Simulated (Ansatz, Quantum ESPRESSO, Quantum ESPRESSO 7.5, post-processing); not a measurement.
## 1T-PtS2, 1 layer: response to a perpendicular field

Wanted: polarisability and gap of 1T-PtS2, 1 layer against a perpendicular field.

Program: Quantum ESPRESSO 7.5. Level of theory: plane-wave DFT, vdW-DF-cx, GBRV ultrasoft pseudopotentials made under PBE (geometry and cross-check by Ansatz 0.2.0 with PAW datasets; geometry under PBE). Results are calculated unless marked as measured.

Most raw output is cut from this account.

## (1) Set-up

The cell holds 3 atoms: 2 S and 1 Pt. Cell: a = 3.570 Å, b = 3.570 Å, c = 19.014 Å, α = 90.0°, β = 90.0°, γ = 120.0°. It derives from PtS2. Vacuum lies along c.

## (2) Geometry from Ansatz

A relaxation in Ansatz fixes the structure of this slab for the runs on it.

Input file input.yaml:

```yaml
crystal:
  lattice:
    - [3.57, 0.0, 0.0]
    - [-1.785, 3.0917106915, 0.0]
    - [0.0, 0.0, 19.0140863934]
  atoms:
    - { symbol: S, position: [0.6666666667, 0.3333333333, 0.4470369927] }
    - { symbol: Pt, position: [0.0, 0.0, 0.5] }
    - { symbol: S, position: [0.3333333333, 0.6666666667, 0.5529630073] }
kpoints:
  mp_grid: { grid: [12, 12, 1] }
hamiltonian:
  xc: pbe
scf:
  occupations: { method: fermi_dirac, width: 0.05 }
  convergence: { dr2_threshold: 1.0e-08 }
efield:
  axis: 3
  dipole_correction: true
  ramp_position: 0.97
  ramp_width: 0.04
relax:
  f_tol: 0.01
  cell: { fix: [c, alpha, beta] }
output:
  write_potential: true
  write_density: true
  volumetric_format: npy
```

The run is started by

```sh
$ ansatz run input.yaml --threads 4 --pin off --max-ram 8192MiB --backend cpu --events-out ev --progress --plain --runs-dir out
```

Wall time 13 s (4 threads of Arm Neoverse N1, shared host); peak memory 0.49 GiB; 49 s of CPU time.

Relaxation path:

```tsv
step	energy less that of the first step (eV)	largest force component (eV/Å)	pressure (GPa)	volume (Å³)
1	0.0000	3.1410	5.51	209.87
2	-0.6791	0.1910	0.15	212.23
3	-0.6834	0.0014	0.01	210.36
4*	-0.6834	0.0014	0.01	210.36
```

Relaxation steps marked * repeat the geometry before them on a plane-wave basis chosen anew for their cell, so energy and pressure can jump there.

```tsv
cell as run	before	after	change
a (Å)	3.570	3.574	+0.1 %
b (Å)	3.570	3.574	+0.1 %
```

The atoms that moved most (Å, along periodic axes as changes of fractional coordinates times the final cell, across vacuum about the mean position):

```tsv
atom	dx	dy	dz	length
S3	0.000	0.000	0.222	0.222
S1	0.000	0.000	-0.222	0.222
```

The relaxed structure:

```xyz
3
Lattice="3.5742 0.0000 0.0000 -1.7871 3.0954 0.0000 0.0000 0.0000 19.0141" Properties=species:S:1:pos:R:3
S     1.7871    1.0318    8.2780
Pt    0.0000    0.0000    9.5070
S     0.0000    2.0636   10.7361
```

Read from the output:

```
free energy                                                      : -14328.2529 eV
Fermi energy                                                     : -1.160 eV
gap by band count                                                : 1.771 eV
symmetry operations                                              : 6
dipole along the normal                                          : -1.53e-5 e·Å
vacuum level at the upper face over a Fermi level inside the gap : 5.450 eV
vacuum level at the lower face over a Fermi level inside the gap : 5.450 eV
```

## (3) SCF with pw.x: no field

The zero-field run is the reference. tefield and dipfield are on already, so that all runs share k-points and boundary.

Level of this step: plane-wave DFT, vdW-DF-cx, GBRV ultrasoft pseudopotentials made under PBE (Quantum ESPRESSO 7.5). input_dft overrides the functional of the files.

Input file f0.in:

```
&control
  prefix = 'f0'
  outdir = './out'
  pseudo_dir = './pseudo'
  calculation = 'scf'
  tprnfor = .true.
  tefield = .true.
  dipfield = .true.
/
&system
  ibrav = 0
  nat = 3
  ntyp = 2
  ecutwfc = 40
  ecutrho = 200
  input_dft = 'vdw-df-cx'
  occupations = 'smearing'
  smearing = 'fd'
  degauss = 0.004
  edir = 3
  emaxpos = 0.97
  eopreg = 0.04
  eamp = 0.0
/
&electrons
  conv_thr = 1e-09
  mixing_beta = 0.4
  electron_maxstep = 120
  mixing_mode = 'plain'
/
ATOMIC_SPECIES
  S   32.0600  s_pbe_v1.4.uspp.F.UPF
  Pt  195.0840  pt_pbe_v1.4.uspp.F.UPF
CELL_PARAMETERS angstrom
  3.57420286974912 -0.00000000000000 0.00000000000000
  -1.78710143487456 3.09535048348198 -0.00000000000000
  0.00000000000000 0.00000000000000 19.01408639340000
ATOMIC_POSITIONS crystal
  S   0.666666666667 0.333333333333 0.435362688202
  Pt  -0.000000000000 0.000000000000 0.499999984956
  S   0.333333333333 0.666666666667 0.564637326843
K_POINTS automatic
  12 12 1 0 0 0
```

The run is started by

```sh
$ OMP_NUM_THREADS=1 mpirun -n 4 pw.x -nk 4 -in f0.in > f0.out
```

The job ended after 2.3 min (4 MPI ranks; peak memory 0.9 GiB).

This step gave:

```
free energy                          : -3518.4831 eV
Fermi energy                         : -1.325 eV
dipole along the normal              : 0 e·Å
valence top, on the run's zero       : -2.219 eV
conduction bottom, on the run's zero : -0.4800 eV
gap by band count                    : 1.739 eV
```

The program's own clock; routines nest. Time by routine:

```tsv
routine	wall time (s)	calls
PWSCF	137.9	1
electrons	102.5	1
c_bands	75.73	13
cegterg	69.24	247
h_psi	58.99	1134
fftw	57.61	28810
vloc_psi	52.82	1134
v_of_rho	40.72	14
init_run	33.62	1
potinit	30.73	1
vdW_kernel	29.86	1
sum_band	13.9	13
calbec	4.27	1457
fft	4.21	941
```

The run needed 13 iterations to bring the estimated error under 1e-09 Ry; the largest force on any atom, held or free, is 0.17 eV/Å.

## (4) Potential by pp.x

The vacuum level is read from the electrostatic potential (plot_num = 11), averaged over planes.

Input file f0.pot.in:

```
&inputpp
  prefix = 'f0'
  outdir = './out'
  filplot = 'f0.pot.dat'
  plot_num = 11
/
```

The run is started by

```sh
$ OMP_NUM_THREADS=1 mpirun -n 4 pp.x -in f0.pot.in > f0.pot.out
```

Run time: 31 s. Hardware: 4 MPI ranks; peak memory 0.21 GiB.

Numbers from this step:

```
slope of the potential above                                          : 5.76e-5 eV/Å
upper vacuum line continued to the top atoms, over the valence top    : 6.464 eV
slope of the potential below                                          : -4.43e-5 eV/Å
lower vacuum line continued to the bottom atoms, over the valence top : 6.464 eV
vacuum level at the upper face over the valence top of the mesh       : 6.464 eV
vacuum level at the lower face over the valence top of the mesh       : 6.464 eV
```

The vacuum is flat to 0.1 meV/Å, so its level is well defined. Inside the slab the curve depends on the local part of the pseudopotentials; only the vacuum level has a meaning of its own.

## (5) Bands along a path: no field

The density is frozen and the levels are solved along a path.

f0.bands.in is the input of step 3 with these lines changed:

```diff
@@ -1,7 +1,6 @@
 &control
-  prefix = 'f0'
+  prefix = 'f0.bands'
   outdir = './out'
   pseudo_dir = './pseudo'
-  calculation = 'scf'
-  tprnfor = .true.
+  calculation = 'bands'
   tefield = .true.
@@ -23,8 +22,9 @@
   eamp = 0.0
+  nbnd = 20
 /
 &electrons
-  conv_thr = 1e-09
+  conv_thr = 1e-07
   mixing_beta = 0.4
   electron_maxstep = 120
-  mixing_mode = 'plain'
+  mixing_mode = 'local-TF'
 /
@@ -41,3 +41,7 @@
   S   0.333333333333 0.666666666667 0.564637326843
-K_POINTS automatic
-  12 12 1 0 0 0
+K_POINTS crystal_b
+4
+  0.0000000000 0.0000000000 0.0000000000 14
+  0.5000000000 0.0000000000 0.0000000000 14
+  0.3333333333 0.3333333333 0.0000000000 14
+  0.0000000000 0.0000000000 0.0000000000 1
```

The run is started by

```sh
$ cp -r out/f0.save out/f0.bands.save
$ cp out/f0.xml out/f0.bands.xml
$ OMP_NUM_THREADS=1 mpirun -n 4 pw.x -nk 4 -in f0.bands.in > f0.bands.out
```

Elapsed: 75 s, on 4 MPI ranks; peak memory 0.51 GiB.

Read from the output:

| Property | Result |
| --- | --- |
| conduction bottom, on the run's zero | -0.4798 eV |

Band numbers count within the set of bands kept for display. The electronic bands at the labelled points (eV, zero at the highest filled level of the SCF mesh; v1 is the highest filled band, c1 the lowest empty one):

```tsv
point	v4	v3	v2	v1	c1	c2	c3	c4
Γ	-0.80	-0.66	-0.26	-0.26	3.18	3.18	4.80	5.17
halfway	-2.02	-0.42	-0.41	-0.15	1.74	2.75	5.83	6.01
M	-2.14	-1.99	-1.70	-1.35	2.76	2.96	5.49	6.73
halfway	-2.27	-2.21	-1.09	-0.77	2.28	2.57	6.18	7.74
K	-2.48	-2.21	-0.73	-0.73	2.13	2.13	6.83	8.85
halfway	-2.08	-0.79	-0.50	0.00	2.08	2.12	6.20	6.36
Γ	-0.80	-0.66	-0.26	-0.26	3.18	3.18	4.80	5.17
```

Along this path the valence top lies between K and Γ and the conduction bottom between Γ and M.

## (6) Self-consistent run: field 0.1 V/Å

eamp is the field in Hartree atomic units (1 a.u. = 51.42 V/Å). With dipfield on, it is the field in the vacuum beside an isolated sheet. The run starts from the density of the one before.

f1.in is the input of step 3 with these lines changed:

```diff
@@ -1,3 +1,3 @@
 &control
-  prefix = 'f0'
+  prefix = 'f1'
   outdir = './out'
@@ -22,3 +22,3 @@
   eopreg = 0.04
-  eamp = 0.0
+  eamp = 0.00194469
 /
@@ -29,2 +29,3 @@
   mixing_mode = 'plain'
+  startingpot = 'file'
 /
```

The run is started by

```sh
$ cp -r out/f0.save out/f1.save
$ OMP_NUM_THREADS=1 mpirun -n 4 pw.x -nk 4 -in f1.in > f1.out
```

Wall time 2.1 min (4 MPI ranks); peak memory 0.89 GiB.

This step gave:

```
free energy                          : -3518.4844 eV
Fermi energy                         : -1.310 eV
dipole along the normal              : 0.02721 e·Å
valence top, on the run's zero       : -2.205 eV
conduction bottom, on the run's zero : -0.4658 eV
```

The dipole goes from -0.0000 to 0.0272 e Å, 0.2721 e Å per V/Å.

## (7) Potential by pp.x

Input file f1.pot.in:

```
&inputpp
  prefix = 'f1'
  outdir = './out'
  filplot = 'f1.pot.dat'
  plot_num = 11
/
```

The run is started by

```sh
$ OMP_NUM_THREADS=1 mpirun -n 4 pp.x -in f1.pot.in > f1.pot.out
```

Elapsed: 31 s, on 4 MPI ranks; peak memory 0.21 GiB.

This step gave:

| Quantity | Value |
| --- | --- |
| slope of the potential above | 0.1000 eV/Å |
| upper vacuum line continued to the top atoms, over the valence top | 6.365 eV |
| slope of the potential below | 0.09994 eV/Å |
| lower vacuum line continued to the bottom atoms, over the valence top | 6.564 eV |

The slope in the vacuum is 0.100 eV/Å for an applied 0.10 V/Å, as it should be.

## (8) Ground state: field 0.2 V/Å

f2.in is the input of step 6 with these lines changed:

```diff
@@ -1,3 +1,3 @@
 &control
-  prefix = 'f1'
+  prefix = 'f2'
   outdir = './out'
@@ -22,3 +22,3 @@
   eopreg = 0.04
-  eamp = 0.00194469
+  eamp = 0.00388938
 /
```

The run is started by

```sh
$ cp -r out/f0.save out/f2.save
$ OMP_NUM_THREADS=1 mpirun -n 4 pw.x -nk 4 -in f2.in > f2.out
```

Run time: 2.3 min. Hardware: 4 MPI ranks; peak memory 0.89 GiB; 9.2 min of CPU time.

Numbers from this step:

* free energy: -3518.4885 eV
* Fermi energy: -1.297 eV
* dipole along the normal: 0.05453 e·Å
* valence top, on the run's zero: -2.192 eV
* conduction bottom, on the run's zero: -0.4530 eV

The dipole goes from -0.0000 to 0.0545 e Å, 0.2726 e Å per V/Å.

## (9) Potential by pp.x

Input file f2.pot.in:

```
&inputpp
  prefix = 'f2'
  outdir = './out'
  filplot = 'f2.pot.dat'
  plot_num = 11
/
```

The run is started by

```sh
$ OMP_NUM_THREADS=1 mpirun -n 4 pp.x -in f2.pot.in > f2.pot.out
```

The job ended after 31 s (4 MPI ranks; peak memory 0.21 GiB).

Read from the output:

* slope of the potential above: 0.2000 eV/Å
* upper vacuum line continued to the top atoms, over the valence top: 6.266 eV
* slope of the potential below: 0.1999 eV/Å
* lower vacuum line continued to the bottom atoms, over the valence top: 6.666 eV

The slope in the vacuum is 0.200 eV/Å for an applied 0.20 V/Å, as it should be.

## (10) Band structure: field 0.2 V/Å

f2.bands.in is the input of step 5 with these lines changed:

```diff
@@ -1,3 +1,3 @@
 &control
-  prefix = 'f0.bands'
+  prefix = 'f2.bands'
   outdir = './out'
@@ -21,3 +21,3 @@
   eopreg = 0.04
-  eamp = 0.0
+  eamp = 0.00388938
   nbnd = 20
```

The run is started by

```sh
$ cp -r out/f2.save out/f2.bands.save
$ cp out/f2.xml out/f2.bands.xml
$ OMP_NUM_THREADS=1 mpirun -n 4 pw.x -nk 4 -in f2.bands.in > f2.bands.out
```

Run time: 73 s. Hardware: 4 MPI ranks; peak memory 0.51 GiB.

Band numbers count within the set of bands kept for display. The electronic bands at the labelled points (eV, zero at the highest filled level of the SCF mesh; v1 is the highest filled band, c1 the lowest empty one):

```tsv
point	v4	v3	v2	v1	c1	c2	c3	c4
Γ	-0.80	-0.66	-0.27	-0.27	3.18	3.18	4.33	5.25
halfway	-2.02	-0.42	-0.41	-0.15	1.74	2.75	5.32	6.10
M	-2.14	-1.99	-1.70	-1.35	2.76	2.96	5.49	6.72
halfway	-2.27	-2.21	-1.09	-0.77	2.28	2.57	6.18	7.72
K	-2.48	-2.21	-0.74	-0.72	2.12	2.13	6.83	8.76
halfway	-2.08	-0.79	-0.50	0.00	2.08	2.12	5.64	6.58
Γ	-0.80	-0.66	-0.27	-0.27	3.18	3.18	4.33	5.25
```

Upper empty bands that drop with the field can be states of the vacuum, held by the sawtooth; they depend on the cell's width.

Along this path the valence top lies between K and Γ and the conduction bottom between Γ and M.

## (11) SCF with pw.x: field 0.4 V/Å

f3.in is the input of step 8 with these lines changed:

```diff
@@ -1,3 +1,3 @@
 &control
-  prefix = 'f2'
+  prefix = 'f3'
   outdir = './out'
@@ -22,3 +22,3 @@
   eopreg = 0.04
-  eamp = 0.00388938
+  eamp = 0.00777876
 /
```

The run is started by

```sh
$ cp -r out/f0.save out/f3.save
$ OMP_NUM_THREADS=1 mpirun -n 4 pw.x -nk 4 -in f3.in > f3.out
```

Wall time 2.3 min (4 MPI ranks); peak memory 0.91 GiB; 9.1 min of CPU time.

This step gave:

```
free energy                          : -3518.5049 eV
Fermi energy                         : -1.274 eV
dipole along the normal              : 0.1092 e·Å
valence top, on the run's zero       : -2.168 eV
conduction bottom, on the run's zero : -0.4310 eV
gap by band count                    : 1.737 eV
```

The dipole goes from -0.0000 to 0.1092 e Å, 0.2730 e Å per V/Å.

## (12) Electrostatic potential

Input file f3.pot.in:

```
&inputpp
  prefix = 'f3'
  outdir = './out'
  filplot = 'f3.pot.dat'
  plot_num = 11
/
```

The run is started by

```sh
$ OMP_NUM_THREADS=1 mpirun -n 4 pp.x -in f3.pot.in > f3.pot.out
```

It took 31 s on 4 MPI ranks; peak memory 0.21 GiB.

Read from the output:

| Property | Result |
| --- | --- |
| slope of the potential above | 0.4000 eV/Å |
| upper vacuum line continued to the top atoms, over the valence top | 6.073 eV |
| slope of the potential below | 0.3999 eV/Å |
| lower vacuum line continued to the bottom atoms, over the valence top | 6.875 eV |

The slope in the vacuum is 0.400 eV/Å for an applied 0.40 V/Å, as it should be.

Each curve counts from the valence top of its own run.

The potential energy (potential at 0 V/Å) oscillates, so the rows of the table below give means over windows of 1 Å about each position, cut where the curve ends. Its maxima inside the range that stand out by 2 % of the span (Å: eV): 8.8: -8.13, 10.2: -8.13. Its minima: 8.3: -9.99, 9.5: -14.0, 10.7: -9.99.

The runs together. Table of potential energy by z; means over each step:

```tsv
z (Å)	potential at 0 V/Å (eV)	potential at 0.1 V/Å (eV)	potential at 0.2 V/Å (eV)	potential at 0.4 V/Å (eV)
0	6.46	5.84	5.21	3.97
1	6.46	5.84	5.21	3.96
2	6.46	5.94	5.41	4.36
3	6.46	6.04	5.61	4.76
4	6.46	6.14	5.81	5.16
5	6.46	6.23	6.01	5.56
6	6.40	6.27	6.14	5.88
7	5.26	5.22	5.17	5.07
8	-5.31	-5.32	-5.32	-5.34
9	-10.6	-10.6	-10.6	-10.6
10	-10.7	-10.7	-10.7	-10.7
11	-5.48	-5.47	-5.46	-5.45
12	5.22	5.27	5.32	5.41
13	6.40	6.53	6.66	6.92
14	6.46	6.69	6.92	7.38
15	6.46	6.79	7.12	7.78
16	6.46	6.89	7.32	8.18
17	6.46	6.99	7.52	8.58
18	6.46	7.08	7.71	8.95
```

## (13) Bands along a path: field 0.4 V/Å

f3.bands.in is the input of step 10 with these lines changed:

```diff
@@ -1,3 +1,3 @@
 &control
-  prefix = 'f2.bands'
+  prefix = 'f3.bands'
   outdir = './out'
@@ -21,3 +21,3 @@
   eopreg = 0.04
-  eamp = 0.00388938
+  eamp = 0.00777876
   nbnd = 20
```

The run is started by

```sh
$ cp -r out/f3.save out/f3.bands.save
$ cp out/f3.xml out/f3.bands.xml
$ OMP_NUM_THREADS=1 mpirun -n 4 pw.x -nk 4 -in f3.bands.in > f3.bands.out
```

Elapsed: 74 s, on 4 MPI ranks; peak memory 0.7 GiB; 4.9 min of CPU time.

Band numbers count within the set of bands kept for display. The electronic bands at the labelled points (eV, zero at the highest filled level of the SCF mesh; v1 is the highest filled band, c1 the lowest empty one):

```tsv
point	v4	v3	v2	v1	c1	c2	c3	c4
Γ	-0.81	-0.65	-0.27	-0.27	3.18	3.18	3.55	4.80
halfway	-2.02	-0.42	-0.41	-0.15	1.74	2.75	4.53	5.78
M	-2.14	-1.99	-1.70	-1.35	2.76	2.96	5.49	6.70
halfway	-2.27	-2.21	-1.09	-0.77	2.28	2.57	6.17	7.58
K	-2.48	-2.21	-0.75	-0.71	2.11	2.14	6.82	8.53
halfway	-2.08	-0.79	-0.50	0.00	2.07	2.12	4.86	6.13
Γ	-0.81	-0.65	-0.27	-0.27	3.18	3.18	3.55	4.80
```

Upper empty bands that drop with the field can be states of the vacuum, held by the sawtooth; they depend on the cell's width.

Along this path the valence top lies between K and Γ and the conduction bottom between Γ and M.

## (14) Density by pp.x

plot_num = 0 writes the valence density.

Input file f0.rho.in:

```
&inputpp
  prefix = 'f0'
  outdir = './out'
  filplot = 'f0.rho.dat'
  plot_num = 0
/
```

The run is started by

```sh
$ OMP_NUM_THREADS=1 mpirun -n 4 pp.x -in f0.rho.in > f0.rho.out
```

Wall time 31 s (4 MPI ranks); peak memory 0.21 GiB.

This step gave:

```
electrons by integration : 28.00 e
```

Mean over planes. Table of valence density, planar mean by z:

z (Å), valence density, planar mean (e/Å³) and a bar:
```
        4       0.00 
        5       0.00 
        6       0.00 
        7       0.04 #
        8       0.33 ###########
        9       0.90 #############################
       10       0.92 ##############################
       11       0.33 ###########
       12       0.04 #
       13       0.00 
       14       0.00 
       15       0.00
```

Valence density in the ca plane at fractional y = 0.000, with atoms of Pt within 0.2 Å of it. It is the smooth field of the valence electrons, not physical close to the nuclei.

Ten steps, logarithmic in the rise over the least value, from '0' (-0.6 e/Å³) to '9' (6.2 e/Å³), each cell a mean:
```
44444444444444444445569999755444444444444444
44444444444444444455567887655544444444444444
44444444444444444455556666555544444444444444
44444444444444444555555555555554444444444444
44444444444444444555555555555554444444444444
44444444444444444455555555555554444444444444
44444444444444444455556776555544444444444444
44444444444444444445568998655444444444444444
44444444444444444445579709755444444444444444
```
Columns run along c (16.0 Å, from fractional 0.05 to 0.89 of the cell), rows up along a (3.6 Å). Atoms in or near the plane, at fractional coordinates: Pt at (0.50, 0.00).

The density integrates to 28.000 electrons, as the 28 of the input ask.

## (15) Valence density

Input file f2.rho.in:

```
&inputpp
  prefix = 'f2'
  outdir = './out'
  filplot = 'f2.rho.dat'
  plot_num = 0
/
```

The run is started by

```sh
$ OMP_NUM_THREADS=1 mpirun -n 4 pp.x -in f2.rho.in > f2.rho.out
```

Elapsed: 31 s, on 4 MPI ranks; peak memory 0.21 GiB; 2.1 min of CPU time.

## (16) Charge moved by a field of 0.2 V/Å

This step gave:

```
largest charge moved across a plane : 0.001099 e/Å²
dipole step                         : -0.8920 eV
```

The planar mean by z:

```tsv
z (Å)	planar mean (e/Å³)
2.0	5.7e-8
2.5	1.6e-7
3.0	4.2e-7
3.5	1.1e-6
4.0	3.0e-6
4.5	7.9e-6
5.0	2.1e-5
5.5	5.2e-5
6.0	1.2e-4
6.5	2.8e-4
7.0	5.7e-4
7.5	6.2e-4
8.0	3.0e-4
8.5	2.2e-4
9.0	-3.6e-5
9.5	-2.3e-6
10.0	3.6e-5
10.5	-2.2e-4
11.0	-3.1e-4
11.5	-6.3e-4
12.0	-5.7e-4
12.5	-2.8e-4
13.0	-1.2e-4
13.5	-4.8e-5
14.0	-1.8e-5
14.5	-6.4e-6
15.0	-2.2e-6
15.5	-7.6e-7
16.0	-2.6e-7
16.5	-8.5e-8
17.0	-2.7e-8
```

[end of part 1 of 2]

[Logs are printed without paths, hosts, clocks, repeated set-up lines and the standing remarks that a program may print on its own settings, such as how far it seeks lower states.]

[Hosts, paths, dates, database ids (printed as entryN), source tags and the programs' standing remarks are cut or masked in the printed files.]

[Maps of the electrostatic potential energy from Ansatz leave out the sawtooth potential of an applied field or a dipole correction, so their vacuum need not be flat; planar profiles and work functions include it.]
